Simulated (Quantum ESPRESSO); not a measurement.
# LaGaO3 (Pm-3m): zone-centre phonons

Which modes does LaGaO3 (Pm-3m) have at the zone centre?

Main program and level: Quantum ESPRESSO 7.5; DFT LDA, scalar-relativistic, plane waves, GBRV ultrasoft pseudopotentials.

**1. The starting structure**

It takes space group Pm-3m (No. 221, cubic). Conventional cell: a = 3.913 Å, b = 3.913 Å, c = 3.913 Å, α = 90.00°, β = 90.00°, γ = 90.00°. Nearest to La lie 12 O at 2.77 Å. Ga has 6 O at 1.96 Å nearest. O has 2 Ga at 1.96 Å and 4 La at 2.77 Å nearest. Farther neighbours and most contacts between anions are not listed.

As a file:

```cif
data_structure
_symmetry_space_group_name_H-M 'P 1'
_symmetry_Int_Tables_number 1
_cell_length_a 3.9135
_cell_length_b 3.9135
_cell_length_c 3.9135
_cell_angle_alpha 90.000
_cell_angle_beta 90.000
_cell_angle_gamma 90.000
_cell_volume 59.94
loop_
_atom_site_label
_atom_site_type_symbol
_atom_site_fract_x
_atom_site_fract_y
_atom_site_fract_z
_atom_site_occupancy
La1 La 0.50000 0.50000 0.50000 1
Ga2 Ga 0.00000 0.00000 0.00000 1
O3 O 0.00000 0.50000 0.00000 1
O4 O 0.00000 0.00000 0.50000 1
O5 O 0.50000 0.00000 0.00000 1
```

**2. A first look**

Before anything dear is run, a loose run with smearing shows whether this is a metal and how far the cell is from rest.

Contents of probe.in:

```
 &control
    calculation='scf',
    prefix='x',
    outdir='./tmp',
    pseudo_dir='./pseudo',
    tprnfor=.true.,
    tstress=.true.,
    verbosity='high',
 /
 &system
    ibrav=1,
    celldm(1)=7.39536004,
    nat=5,
    ntyp=3,
    ecutwfc=55.0,
    ecutrho=440.0,
    occupations='smearing',
    smearing='gaussian',
    degauss=0.01,
 /
 &electrons
    conv_thr=1.0d-07,
    mixing_beta=0.7,
    electron_maxstep=100,
 /
ATOMIC_SPECIES
 La    138.9055  La.upf
 Ga     69.7230  Ga.upf
 O      15.9990  O.upf
ATOMIC_POSITIONS crystal
 La     0.500000000   0.500000000   0.500000000
 Ga     0.000000000   0.000000000   0.000000000
 O      0.000000000   0.500000000   0.000000000
 O      0.000000000   0.000000000   0.500000000
 O      0.500000000   0.000000000   0.000000000
K_POINTS automatic
 6 6 6 0 0 0
```

Launch:

```bash
> OMP_NUM_THREADS=1 mpirun -n 4 pw.x -nk 4 -in probe.in > probe.out
```

The log of the run:

```text
[banners, grids, parts of the stress and lines that vanish by symmetry left out]
Program PWSCF v.7.5
     bravais-lattice index     =            1
     lattice parameter (alat)  =       7.3954  a.u.
[...]
kinetic-energy cutoff     =      55.0000  Ry
     charge density cutoff     =     440.0000  Ry
     scf convergence threshold =      1.0E-07
[...]
Exchange-correlation= SLA  PZ   NOGX NOGC
                           (   1   1   0   0   0   0   0)
[...]
48 Sym. Ops., with inversion, found
[...]
(     0          1          0      )
                  (     0          0          1      )
[...]
(  0.0000000  1.0000000  0.0000000 )
                  (  0.0000000  0.0000000  1.0000000 )
[...]
(     0         -1          0      )
                  (     0          0          1      )
[...]
number of k points=    20  Gaussian smearing, width (Ry)=  0.0100
[...]
c_bands:  1 eigenvalues not converged
[...]
c_bands:  1 eigenvalues not converged
[...]
End of self-consistent calculation
[...]
the Fermi energy is    12.7714 ev
!    total energy              =    -614.61757426 Ry
[...]
convergence has been achieved in  10 iterations
[...]
atom    1 type  1   force =     0.00000000    0.00000000    0.00000000
     atom    2 type  2   force =     0.00000000    0.00000000    0.00000000
     atom    3 type  3   force =     0.00000000    0.00000000    0.00000000
     atom    4 type  3   force =     0.00000000    0.00000000    0.00000000
     atom    5 type  3   force =     0.00000000    0.00000000    0.00000000
[...]
Total force =     0.000000     Total SCF correction =     0.000000
[...]
total   stress  (Ry/bohr**3)                   (kbar)     P=     -113.18
[...]
XML data file, charge density, pseudopotentials, collected wavefunctions

   JOB DONE.
```

Run time: 18 s. Hardware: 4 MPI ranks of Arm Neoverse V1, shared host; 71 s of CPU time.

This step gave:

```
volume per atom   : 11.99 Å³
pressure          : -11.32 GPa
gap on the k-mesh : 3.277 eV
```

A gap of 3.3 eV opens on this mesh, so the crystal is taken as an insulator; the start stands at -11 GPa.

**3. Relaxation**

The relaxation runs at a cutoff a fifth above that of the response, since stress converges more slowly with the basis than frequencies do. Forces and stress are brought to rest with tight thresholds.

Contents of relax.in:

```
 &control
    calculation='vc-relax',
    prefix='x',
    outdir='./tmp',
    pseudo_dir='./pseudo',
    tprnfor=.true.,
    tstress=.true.,
    forc_conv_thr=2.0d-05,
    etot_conv_thr=1.0d-07,
    nstep=40,
 /
 &system
    ibrav=1,
    celldm(1)=7.39536004,
    nat=5,
    ntyp=3,
    ecutwfc=66,
    ecutrho=528.0,
    occupations='fixed',
    nbnd=26,
 /
 &electrons
    conv_thr=1.0d-11,
    mixing_beta=0.7,
    electron_maxstep=100,
 /
 &ions
 /
 &cell
    press_conv_thr=0.2,
 /
ATOMIC_SPECIES
 La    138.9055  La.upf
 Ga     69.7230  Ga.upf
 O      15.9990  O.upf
ATOMIC_POSITIONS crystal
 La     0.500000000   0.500000000   0.500000000
 Ga     0.000000000   0.000000000   0.000000000
 O      0.000000000   0.500000000   0.000000000
 O      0.000000000   0.000000000   0.500000000
 O      0.500000000   0.000000000   0.000000000
K_POINTS automatic
 6 6 6 0 0 0
```

Launch:

```bash
> OMP_NUM_THREADS=1 mpirun -n 4 pw.x -nk 4 -in relax.in > relax.out
```

The log of the run:

```text
[banners, grids, parts of the stress and lines that vanish by symmetry left out]
[banner, memory and clock lines left out]
Program PWSCF v.7.5

[...]
kinetic-energy cutoff     =      66.0000  Ry
     charge density cutoff     =     528.0000  Ry
     scf convergence threshold =      1.0E-11
[...]
energy convergence thresh.=      1.0E-07
     force convergence thresh. =      2.0E-05
     press convergence thresh. =      2.0E-01
     Exchange-correlation= SLA  PZ   NOGX NOGC
                           (   1   1   0   0   0   0   0)
[...]
48 Sym. Ops., with inversion, found
[...]
number of k points=    20
[...]
c_bands:  1 eigenvalues not converged
[...]
c_bands:  1 eigenvalues not converged
[...]
End of self-consistent calculation
[...]
highest occupied, lowest unoccupied level (ev):    11.4310   14.7073
!    total energy              =    -614.61868586 Ry
[...]
convergence has been achieved in  14 iterations
[...]
atom    1 type  1   force =     0.00000000    0.00000000    0.00000000
     atom    2 type  2   force =     0.00000000    0.00000000    0.00000000
     atom    3 type  3   force =     0.00000000    0.00000000    0.00000000
     atom    4 type  3   force =     0.00000000    0.00000000    0.00000000
     atom    5 type  3   force =     0.00000000    0.00000000    0.00000000
     Total force =     0.000000     Total SCF correction =     0.000000
[...]
total   stress  (Ry/bohr**3)                   (kbar)     P=     -113.12
[...]
number of bfgs steps    =   0
[...]
CELL_PARAMETERS (alat=  7.39536004)
[...]
ATOMIC_POSITIONS (crystal)
La               0.5000000000        0.5000000000        0.5000000000
Ga               0.0000000000        0.0000000000        0.0000000000
O                0.0000000000        0.5000000000        0.0000000000
O                0.0000000000        0.0000000000        0.5000000000
[...]
New effective cutoffs (rho, wfc):  548.55   68.60
[...]
End of self-consistent calculation
[...]
highest occupied, lowest unoccupied level (ev):    12.3880   15.7332
!    total energy              =    -614.62843319 Ry
[...]
convergence has been achieved in   8 iterations
[...]
atom    1 type  1   force =     0.00000000    0.00000000    0.00000000
     atom    2 type  2   force =     0.00000000    0.00000000    0.00000000
     atom    3 type  3   force =     0.00000000    0.00000000    0.00000000
     atom    4 type  3   force =     0.00000000    0.00000000    0.00000000
     atom    5 type  3   force =     0.00000000    0.00000000    0.00000000
     Total force =     0.000000     Total SCF correction =     0.000000
[...]
total   stress  (Ry/bohr**3)                   (kbar)     P=       -6.92
[...]
number of bfgs steps    =   1
[...]
CELL_PARAMETERS (alat=  7.39536004)
[...]
ATOMIC_POSITIONS (crystal)
[...]
New effective cutoffs (rho, wfc):  549.90   68.77
[...]
End of self-consistent calculation
[...]
highest occupied, lowest unoccupied level (ev):    12.4572   15.7997
!    total energy              =    -614.62845974 Ry
[...]
convergence has been achieved in   9 iterations
[...]
atom    1 type  1   force =     0.00000000    0.00000000    0.00000000
     atom    2 type  2   force =     0.00000000    0.00000000    0.00000000
     atom    3 type  3   force =     0.00000000    0.00000000    0.00000000
     atom    4 type  3   force =     0.00000000    0.00000000    0.00000000
[...]
Total force =     0.000000     Total SCF correction =     0.000000
[...]
total   stress  (Ry/bohr**3)                   (kbar)     P=        0.81
[...]
number of bfgs steps    =   2
[...]
CELL_PARAMETERS (alat=  7.39536004)
[...]
ATOMIC_POSITIONS (crystal)
[...]
New effective cutoffs (rho, wfc):  549.76   68.75
[...]
End of self-consistent calculation
[...]
highest occupied, lowest unoccupied level (ev):    12.4500   15.7928
!    total energy              =    -614.62846079 Ry
[...]
convergence has been achieved in   7 iterations
[...]
Total force =     0.000000     Total SCF correction =     0.000000
[...]
total   stress  (Ry/bohr**3)                   (kbar)     P=       -0.00
[...]
number of bfgs steps    =   3
[...]
small trust_radius: resetting bfgs history
[...]
CELL_PARAMETERS (alat=  7.39536004)
[...]
ATOMIC_POSITIONS (crystal)
[...]
New effective cutoffs (rho, wfc):  549.76   68.75
[...]
End of self-consistent calculation
[...]
highest occupied, lowest unoccupied level (ev):    12.4500   15.7928
!    total energy              =    -614.62846079 Ry
[...]
convergence has been achieved in   2 iterations
[...]
atom    3 type  3   force =     0.00000000    0.00000000    0.00000000
     atom    4 type  3   force =     0.00000000    0.00000000    0.00000000
     atom    5 type  3   force =     0.00000000    0.00000000    0.00000000
     Total force =     0.000000     Total SCF correction =     0.000000
[...]
total   stress  (Ry/bohr**3)                   (kbar)     P=       -0.00
[...]
bfgs converged in   5 scf cycles and   4 bfgs steps
[...]
End of BFGS Geometry Optimization
     Final enthalpy           =    -614.6284607856 Ry
     File ./tmp/x.bfgs deleted, as requested
[...]
CELL_PARAMETERS (alat=  7.39536004)
[...]
ATOMIC_POSITIONS (crystal)
[...]
O                0.0000000000        0.0000000000        0.5000000000
O                0.5000000000        0.0000000000        0.0000000000
[...]
Final scf calculation at the relaxed structure.
[...]
kinetic-energy cutoff     =      66.0000  Ry
     charge density cutoff     =     528.0000  Ry
     scf convergence threshold =      1.0E-13
[...]
press convergence thresh. =      2.0E-01
     Exchange-correlation= SLA  PZ   NOGX NOGC
                           (   1   1   0   0   0   0   0)
[...]
48 Sym. Ops., with inversion, found
[...]
number of k points=    20
[...]
c_bands:  1 eigenvalues not converged
[...]
End of self-consistent calculation
[...]
highest occupied, lowest unoccupied level (ev):    12.4500   15.7928
!    total energy              =    -614.62817549 Ry
[...]
convergence has been achieved in  14 iterations
[...]
atom    1 type  1   force =     0.00000000    0.00000000    0.00000000
     atom    2 type  2   force =     0.00000000    0.00000000    0.00000000
     atom    3 type  3   force =     0.00000000    0.00000000    0.00000000
     atom    4 type  3   force =     0.00000000    0.00000000    0.00000000
     atom    5 type  3   force =     0.00000000    0.00000000    0.00000000
     Total force =     0.000000     Total SCF correction =     0.000000
[...]
total   stress  (Ry/bohr**3)                   (kbar)     P=        0.28
[...]
XML data file, charge density, pseudopotentials, collected wavefunctions
```

Run time: 1.9 min. Hardware: 4 MPI ranks; 7.7 min of CPU time.

Step by step:

| step | energy less that of the first step (eV) | largest force (eV/Å) | pressure (GPa) | volume (Å³) |
| --- | --- | --- | --- | --- |
| 1 | 0.0000 | 0.0000 | -11.31 | 59.94 |
| 2 | -0.1326 | 0.0000 | -0.69 | 56.54 |
| 3 | -0.1330 | 0.0000 | 0.08 | 56.34 |
| 4 | -0.1330 | 0.0000 | 0.00 | 56.36 |
| 5 | -0.1330 | 0.0000 | 0.00 | 56.36 |
| 6 | -0.1291 | 0.0000 | 0.03 | 56.36 |

| conventional cell, symmetrised | before | after | change |
| --- | --- | --- | --- |
| a (Å) | 3.913 | 3.834 | -2.0 % |
| b (Å) | 3.913 | 3.834 | -2.0 % |
| c (Å) | 3.913 | 3.834 | -2.0 % |
| volume (Å³/atom) | 11.99 | 11.27 | -6.0 % |

The relaxed structure:

```cif
data_structure
_symmetry_space_group_name_H-M 'P 1'
_symmetry_Int_Tables_number 1
_cell_length_a 3.8340
_cell_length_b 3.8340
_cell_length_c 3.8340
_cell_angle_alpha 90.000
_cell_angle_beta 90.000
_cell_angle_gamma 90.000
_cell_volume 56.36
loop_
_atom_site_label
_atom_site_type_symbol
_atom_site_fract_x
_atom_site_fract_y
_atom_site_fract_z
_atom_site_occupancy
La1 La 0.50000 0.50000 0.50000 1
Ga2 Ga 0.00000 0.00000 0.00000 1
O3 O 0.00000 0.50000 0.00000 1
O4 O 0.00000 0.00000 0.50000 1
O5 O 0.50000 0.00000 0.00000 1
```

The last row of the table of steps is pw.x's closing run on a basis chosen anew for the final cell, so its energy can jump.

This step gave:

```
volume per atom   : 11.27 Å³
pressure          : 0.02800 GPa
gap on the k-mesh : 3.343 eV
```

The volume changes by -6.0 % from the cell with which this run began.

**4. Ground state**

The response is built on this ground state, so it is converged far tighter than an energy would need. With a gap, occupations are fixed, which also allows the response to an electric field.

Contents of scf.in:

```
 &control
    calculation='scf',
    prefix='x',
    outdir='./tmp',
    pseudo_dir='./pseudo',
    tprnfor=.true.,
    tstress=.true.,
 /
 &system
    ibrav=1,
    celldm(1)=7.24522559,
    nat=5,
    ntyp=3,
    ecutwfc=55.0,
    ecutrho=440.0,
    occupations='fixed',
    nbnd=26,
 /
 &electrons
    conv_thr=1.0d-12,
    mixing_beta=0.7,
    electron_maxstep=100,
 /
ATOMIC_SPECIES
 La    138.9055  La.upf
 Ga     69.7230  Ga.upf
 O      15.9990  O.upf
ATOMIC_POSITIONS crystal
 La     0.500000000   0.500000000   0.500000000
 Ga     0.000000000   0.000000000   0.000000000
 O      0.000000000   0.500000000   0.000000000
 O      0.000000000   0.000000000   0.500000000
 O      0.500000000   0.000000000   0.000000000
K_POINTS automatic
 8 8 8 0 0 0
```

Launch:

```bash
> OMP_NUM_THREADS=1 mpirun -n 4 pw.x -nk 4 -in scf.in > scf.out
```

The log of the run:

```text
[banners, grids, parts of the stress and lines that vanish by symmetry left out]
[banner, memory and clock lines left out]
Program PWSCF v.7.5

[...]
kinetic-energy cutoff     =      55.0000  Ry
     charge density cutoff     =     440.0000  Ry
     scf convergence threshold =      1.0E-12
[...]
Exchange-correlation= SLA  PZ   NOGX NOGC
                           (   1   1   0   0   0   0   0)
[...]
48 Sym. Ops., with inversion, found
[...]
number of k points=    35
[...]
End of self-consistent calculation
[...]
highest occupied, lowest unoccupied level (ev):    12.4500   15.7928
!    total energy              =    -614.62705912 Ry
[...]
convergence has been achieved in  13 iterations
[...]
atom    1 type  1   force =     0.00000000    0.00000000    0.00000000
     atom    2 type  2   force =     0.00000000    0.00000000    0.00000000
     atom    3 type  3   force =     0.00000000    0.00000000    0.00000000
     atom    4 type  3   force =     0.00000000    0.00000000    0.00000000
     atom    5 type  3   force =     0.00000000    0.00000000    0.00000000
     Total force =     0.000000     Total SCF correction =     0.000000
[...]
total   stress  (Ry/bohr**3)                   (kbar)     P=       -0.23
[...]
XML data file, charge density, pseudopotentials, collected wavefunctions
```

The job ended after 27 s (4 MPI ranks; 1.8 min of CPU time).

Numbers from this step:

```yaml
pressure: -0.02300 GPa
```

The cell stands at -0.023 GPa, close enough for phonons.

(Continued in part 2 of 3.)

[Host names and launcher messages were left out of these logs when they were recorded.]

[Logs are printed without paths, hosts, clocks, repeated set-up lines and the standing remarks that a program may print on its own settings, such as how far it seeks lower states.]

[Hosts, paths, dates, database ids (printed as entryN), source tags and the programs' standing remarks are cut or masked in the printed files.]
